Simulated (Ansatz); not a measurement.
# Relaxing random alloy of the diamond Si-Ge line, x = 0.75 (64 atoms), part 2 of 3

Wanted: the relaxed structure of random alloy of the diamond Si-Ge line, x = 0.75 (64 atoms) and its electronic structure.

Ansatz 0.2.0; Kohn-Sham DFT, PBE, PAW (set soft_2), plane waves.

The cell: 48 Ge and 16 Si. The host structure and its lattice constant were typed by rule, without a check against the phase diagram. Only the Γ point is sampled in the main run, in a cell whose shortest periodic width is 11 Å.

So far. Step 3 (Cell and atoms relaxed): The relaxation changed the energy by -15.2 meV/atom, and atoms moved by 0.06 Å r.m.s., 0.12 Å at most.

## 5. Single point at the relaxed geometry

The electronic structure is read at the final geometry, in a run of its own.

The input, input.yaml:

```yaml
crystal:
  lattice:
    - [11.35887, -0.00017, 0.00024]
    - [-0.00017, 11.36055, -0.00048]
    - [0.00024, -0.00048, 11.35649]
  atoms:
    - { symbol: Ge, position: [0.00347, 0.99975, 0.99892] }
    - { symbol: Si, position: [0.12375, 0.12518, 0.12539] }
    - { symbol: Si, position: [0.00379, 0.247, 0.24858] }
    - { symbol: Ge, position: [0.12612, 0.37164, 0.37391] }
    [... 54 atom lines left out ...]
    - { symbol: Ge, position: [0.50105, 0.75039, 0.74484] }
    - { symbol: Ge, position: [0.62589, 0.87782, 0.87082] }
    - { symbol: Ge, position: [0.75073, 0.50037, 0.74541] }
    - { symbol: Ge, position: [0.87769, 0.62759, 0.87176] }
    - { symbol: Ge, position: [0.75326, 0.74822, 0.50395] }
    - { symbol: Si, position: [0.87552, 0.87566, 0.62945] }
kpoints:
  mp_grid: { grid: [1, 1, 1] }
hamiltonian:
  xc: pbe
scf:
  occupations: { method: fermi_dirac, width: 0.025 }
output:
  forces: true
  stress: true
  populations: true
  dos:
    method: { smearing: { sigma: 0.08 } }
    de: 0.05
    projected: { site_lists: { Ge: [Ge], Si: [Si] } }
  eigenvalues: true
  write_density: true
  write_potential: true
  volumetric_format: npy
```

Launch:

```bash
$ ansatz run input.yaml --threads 4 --pin off --max-ram 8192MiB --backend cpu --events-out ev --progress --plain --runs-dir out
```

The program printed:

```text
[...]
Crystal: 64 atoms, lattice volume = 1465.476 Å³
Basis set: ecut = 420 eV, 28545 PW (Γ), exchange–correlation on 160×160×160 points (8 copies of the dense FFT grid, shifted against one another)
Bands: 442, of which v1, the nominal top of the filled ones, is band 368 counted from 1 (367 counted from 0)
Symmetry: 1 space group operations
[...]
k-points: 1
[...]
SCF iter   1: F=—  HF=-216322.951905 eV  |F-HF|=—  |Δ(HF+E_count)|=         —  Δρ=2.18e-3  dr2=8.30e-2  ethr=1.77e-3  ⟨swp⟩=6.0  Hψ=1641  notcnv=0  defer=6
[...]
SCF iter   8: F=-216322.919478 eV  HF=-216322.919478 eV  |F-HF|=4.37e-10  |Δ(HF+E_count)|=   8.29e-8  Δρ=7.31e-7  dr2=1.53e-8  ethr=1.36e-11  ⟨swp⟩=16.0  Hψ=3422  notcnv=0
SCF 1 converged in 8 iterations: F = -216322.919478 eV  dr2 = 1.53e-8
[...]
SCF converged after 8 iterations
Free energy (F): -216322.919478 eV
[...]
Internal energy: -216322.909337 eV  (E = F + TS)
E sigma→0 (E₀):  -216322.914408 eV
Entropy (-TS):   -0.010140 eV (-0.158 meV/atom)
Fermi energy:    7.706027 eV
[...]
--- Forces (eV/Å), atoms counted from 1 ---
  atom   1  Ge     0.00011198    -0.00089577    -0.00162384
  atom   2  Si     0.00086237    -0.00035422     0.00057758
  atom   3  Si    -0.00051268    -0.00063663    -0.00012036
  atom   4  Ge     0.00054112     0.00065276     0.00088398
  atom   5  Ge    -0.00065292    -0.00000835    -0.00125480
  atom   6  Ge     0.00082368     0.00141724    -0.00019922
  atom   7  Ge     0.00030879     0.00022968    -0.00079918
  atom   8  Ge     0.00016095     0.00003084     0.00101228
  atom   9  Ge    -0.00005778    -0.00048710    -0.00079180
  atom  10  Si     0.00083304    -0.00043030     0.00025402
  atom  11  Ge    -0.00023085    -0.00088483     0.00220943
  atom  12  Ge     0.00085240     0.00081968     0.00089209
  atom  13  Ge     0.00031420     0.00013013    -0.00101664
  atom  14  Si     0.00055298    -0.00060531     0.00008717
[...]
atom  63  Ge     0.00096230    -0.00068407    -0.00114125
  atom  64  Si     0.00208320    -0.00080957     0.00000997
  max |Σ_I F_I| component: 6.17e-6 eV/Å
--- Stress (GPa, compression-positive) ---
        0.000786       0.000248       0.000372
        0.000248      -0.004068       0.000911
        0.000372       0.000911       0.004630
  P = ⅓ Tr σ = 0.0004 GPa (0.004 kbar)
--- Band table (eV) ---
[...]
--- Löwdin populations: 64 sites ---
  site symbol       q [e]
     0     Ge     14.0170
     1     Si      3.9155
     2     Si      3.9120
[...]
63     Si      3.9313
  spilling = 0.002031 (of n_electrons = 736.000000)
```

Run time: 33 s. Hardware: 4 threads of Arm Neoverse V1, shared host; peak memory 2 GiB.

Numbers from this run:

* free energy: -216322.9195 eV
* free energy per atom: -3380.0456 eV/atom
* SCF cycles: 8
* pressure: 0.0004491 GPa
* r.m.s. force component: 0.00083 eV/Å
* longest force: 0.00263 eV/Å
* Fermi energy: 7.706 eV
* gap (highest filled to lowest empty level): 0.2255 eV
* spilling of the projection: 0.002031

Löwdin charges by element and coordination (they lack the spilled electrons, 0.023 e an atom on average):

| element | coordination | atoms | mean charge (e) | spread | least | most |
| --- | --- | --- | --- | --- | --- | --- |
| Ge | all | 48 | 7.0e-4 | 0.0182 | -0.0497 | 0.0275 |
| Si | all | 16 | 0.0912 | 0.0145 | 0.0685 | 0.113 |

Charge against the make-up of the first shell:

```
Ge neighbours of Ge  atoms  mean charge (e)
                  0      1            -0.05
                  1      2           -0.036
                  2     13           -0.016
                  3     16            0.003
                  4     16            0.021
```

States in the cell by windows of 1 eV, zero at the Fermi level; the larger projections on atomic orbitals stand beside the total:

```
from (eV)  to (eV)  total  Ge p  Si p  Ge s  Si s
      -18      -13    0.0   0.0   0.0   0.0   0.0
      -13      -12    2.0   0.0   0.0   1.6   0.4
      -12      -11   12.0   2.2   0.7   7.3   1.7
      -11      -10   32.0   6.0   2.1  18.7   5.1
      -10       -9    0.0   0.0   0.0   0.0   0.0
       -9       -8   36.0   9.0   3.3  18.1   5.4
       -8       -7    8.0   3.8   1.2   2.0   0.8
       -7       -6   23.0   7.9   2.9   8.9   3.2
       -6       -5    1.0   0.4   0.1   0.2   0.3
       -5       -4   13.5   4.5   2.2   4.8   1.9
       -4       -3   55.5  40.0  13.7   1.0   0.4
       -3       -2   21.6  15.4   6.1   0.0   0.0
       -2       -1   45.3  35.4   9.6   0.0   0.0
       -1        0    6.1   4.7   1.1   0.1   0.0
        0        1   31.3  11.8   4.9   9.6   2.8
        1        2   21.6  10.4   3.9   4.5   1.3
        2        3   23.1  11.2   3.6   3.3   1.7
        3        4   20.9  11.3   4.6   1.3   0.1
```

Between -25 and -18 eV lie 480 more states.

The levels nearest the highest filled one (over half full), pooled over k-points and spins:

```csv
level less the highest filled one (eV),occupation
-1.24,2
-1.23,2
-1.20,2
-0.0066,1.99
-0.0022,1.99
0,1.99
0.226,0.035
0.319,0.001
0.378,0
0.414,0
0.479,0
0.652,0
```

Valence density in the ac plane at fractional y = 0.000, with atoms of Ge and Si within 0.2 Å of it. It is the smooth field of the valence electrons, not physical close to the nuclei.

Ten steps, logarithmic in the rise over the least value, from '0' (0 e/Å³) to '9' (37 e/Å³), each cell a mean:
```
86210000000001378511000000000136
22100000000001122210000000000112
00000000000000000000000000000000
00000011111000000000000111000000
00000123421100000000011111100000
00000148962100000000011001110000
00000137852100000000011001110000
00000112221000000000011111100000
00000000000000000000000000000000
11100000000000111110000000000011
53110000000001245311000000000124
96210000000001489621000000000148
75210000000001367521000000000136
21100000000001112110000000000111
00000000000000000000000000000000
00000011110000000000001111000000
00000123421000000000012453100000
00000148962100000000013896210000
00000137852100000000013785210000
00000112221000000000011221100000
00000000000000000000000000000000
11100000000000111100000000000011
43110000000001244210000000000123
97210000000001489621000000000137
```
Columns run along a (11.4 Å), rows up along c (11.4 Å). Atoms in or near the plane, at fractional coordinates: Ge at (0.00, 0.00), Ge at (0.25, 0.25), Ge at (0.00, 0.51), Ge at (0.25, 0.75), Ge at (0.50, 0.00), Ge at (0.75, 0.25), Ge at (0.50, 0.51), Si at (0.75, 0.75).

Electrostatic potential energy in the ac plane at fractional y = 0.000, with atoms of Ge and Si within 0.2 Å of it. With pseudopotentials it is smooth inside the atoms' cores, unlike the true potential.

Values in eV, 13 rows by 16 columns, each cell a mean:
```
-21  -1   9  10  11  10   5 -17 -20   2  10  10  11  10   6 -15
  7   8   9   8   8   8   8   7   7   8   9   8   8   9   8   8
 11  10   5 -15 -19   1   9  10  11  10   6 -14 -19   2   9  10
 11  10   4 -22 -26  -2  10  11  11  10   5 -24 -29  -2   9  11
  9   9   8   4   3   8   9   9   9   9   8   4   3   7   9   9
-14   3   9  10  10  10   7 -10 -14   3   9  10  10  10   6  -9
-29  -4  10  11  11  10   4 -24 -29  -3  10  11  11  10   3 -24
 -1   7   9  10  10   9   8   1  -1   7   9  10  10  10   8   1
 10   9   8   0  -2   7   9  10  10   9   8  -1  -3   6   9  10
 11  10   3 -25 -29  -3  10  11  11  10   4 -25 -29  -4  10  11
 10  10   6  -9 -13   4   9  10  10  10   7  -7 -11   4   9  10
  4   8   9   9   9   9   8   5   4   8   9   9   9   9   8   6
-26  -3   9  11  11  10   3 -22 -25   0  10  11  11  10   5 -20
```
Columns run along a (11.4 Å; values clipped at the 3rd and 97th percentile), rows up along c (11.4 Å). Atoms in or near the plane, at fractional coordinates: Ge at (0.00, 0.00), Ge at (0.25, 0.25), Ge at (0.00, 0.51), Ge at (0.25, 0.75), Ge at (0.50, 0.00), Ge at (0.75, 0.25), Ge at (0.50, 0.51), Si at (0.75, 0.75).

Mean Löwdin charges: Ge +0.00, Si +0.09 e. Charges this small depend on the projection, at times even in sign. The charge on Ge changes by +0.018 e for each Ge neighbour that takes the place of another kind, on average. Just under the Fermi level the largest share is Ge p (80 % of the projected weight), just over it Ge s (54 % of the projected weight).

The surroundings of Si42, picked at random, nearest first, numbered as they follow in the input and with coordinates relative to it.

```csv
atom,x,y,z,distance (Å),bonds,Löwdin charge (e)
Si42,0.00,0.00,0.00,0.00,4,0.09
Si45,1.40,-1.39,1.34,2.39,4,0.07
Ge41,-1.45,-1.38,-1.39,2.44,4,-0.02
Ge43,-1.46,1.38,1.39,2.44,4,-0.01
Ge47,1.39,1.45,-1.40,2.45,4,-0.02
Ge60,-0.02,-2.77,2.76,3.91,4,0.00
Ge46,2.80,0.01,2.75,3.93,4,0.00
Si64,2.81,-2.79,0.02,3.96,4,0.07
Ge52,-0.03,-2.81,-2.85,4.00,4,0.02
Ge44,-0.03,2.87,2.79,4.00,4,0.02
Si32,-2.87,-2.79,-0.02,4.00,4,0.11
Si48,2.80,2.88,-0.05,4.02,4,0.11
Si14,-2.90,0.01,2.81,4.03,4,0.10
Ge38,2.85,0.06,-2.87,4.04,4,0.00
Ge36,-0.01,2.88,-2.84,4.05,4,0.02
Ge16,-2.89,2.83,-0.05,4.05,4,0.01
Ge6,-2.90,0.04,-2.83,4.05,4,0.00
```

## 6. K-mesh 2×2×2

Large cells are often run on few k-points; this run checks whether the reference had enough.

input.yaml: that of step 5 with these lines changed.

```diff
@@ -8,3 +8,3 @@
 kpoints:
-  mp_grid: { grid: [1, 1, 1] }
+  mp_grid: { grid: [2, 2, 2] }
 hamiltonian:
@@ -22,4 +22 @@
   eigenvalues: true
-  write_density: true
-  write_potential: true
-  volumetric_format: npy
```

The program printed:

```text
[...]
Crystal: 64 atoms, lattice volume = 1465.476 Å³
Basis set: ecut = 420 eV, 28545 PW (Γ), exchange–correlation on 160×160×160 points (8 copies of the dense FFT grid, shifted against one another)
Bands: 442, of which v1, the nominal top of the filled ones, is band 368 counted from 1 (367 counted from 0)
Symmetry: 1 space group operations
[...]
k-points: 8
[...]
SCF iter   1: F=—  HF=-216330.969808 eV  |F-HF|=—  |Δ(HF+E_count)|=         —  Δρ=1.31e-3  dr2=5.95e-2  ethr=1.77e-3  ⟨swp⟩=5.5  Hψ=12456  notcnv=0  defer=237
[...]
SCF iter   9: F=—  HF=-216330.946055 eV  |F-HF|=—  |Δ(HF+E_count)|=   2.31e-7  Δρ=2.46e-6  dr2=1.27e-7  ethr=2.36e-10  ⟨swp⟩=2.0  Hψ=5963  notcnv=0  defer=366
SCF iter  10: F=-216330.946055 eV  HF=-216330.946055 eV  |F-HF|=8.44e-10  |Δ(HF+E_count)|=   4.21e-8  Δρ=4.86e-7  dr2=8.26e-9  ethr=1.36e-11  ⟨swp⟩=10.6  Hψ=15811  notcnv=0
SCF 1 converged in 10 iterations: F = -216330.946055 eV  dr2 = 8.26e-9
[...]
SCF converged after 10 iterations
Free energy (F): -216330.946055 eV
[...]
Internal energy: -216330.944850 eV  (E = F + TS)
E sigma→0 (E₀):  -216330.945453 eV
Entropy (-TS):   -0.001205 eV (-0.019 meV/atom)
Fermi energy:    7.664195 eV
[...]
Σ components = -216330.946055   (vs F -216330.946055, Δ=0.00e0)
--- Forces (eV/Å), atoms counted from 1 ---
  atom   1  Ge     0.04387794     0.00601776    -0.01243803
  atom   2  Si    -0.02171308     0.01549772     0.00356280
  atom   3  Si     0.01139261    -0.00700432    -0.00778122
  atom   4  Ge     0.01437781     0.02003216     0.00872745
[...]
atom  64  Si    -0.00640917    -0.00060555     0.00553144
  max |Σ_I F_I| component: 4.25e-6 eV/Å
--- Stress (GPa, compression-positive) ---
       -0.137979       0.005040       0.000062
        0.005040      -0.146257       0.001368
        0.000062       0.001368      -0.115453
  P = ⅓ Tr σ = -0.1332 GPa (-1.332 kbar)
--- Band table (eV; the first three rows and the last of 8) ---
[...]
--- Löwdin populations: 64 sites ---
  site symbol       q [e]
     0     Ge     14.0117
     1     Si      3.9199
     2     Si      3.9202
[...]
63     Si      3.9344
  spilling = 0.002056 (of n_electrons = 736.000000)
```

It took 6.8 min on 4 threads; peak memory 5.8 GiB.

The program notes that it cut back its work space to fit the memory limit.

Geometry and reference: those of the single point at the relaxed geometry.

Forces differ from those of the single point at the relaxed geometry by 12 meV/Å r.m.s.; the energy by -125 meV/atom and the pressure by -0.13 GPa. It took roughly 12 times the reference's time (one timing each, with unlike analyses asked), in 10 cycles against 8.

(Continued in part 3 of 3.)

[Long decimals in the printed logs are rounded to 6 places.]

[Logs are printed without paths, hosts, clocks, repeated set-up lines and the standing remarks that a program may print on its own settings, such as how far it seeks lower states.]

[Hosts, paths, dates, database ids (printed as entryN), source tags and the programs' standing remarks are cut or masked in the printed files.]

[A walk said to have stopped at its limit may instead have ended on an SCF cycle that didn't converge.]
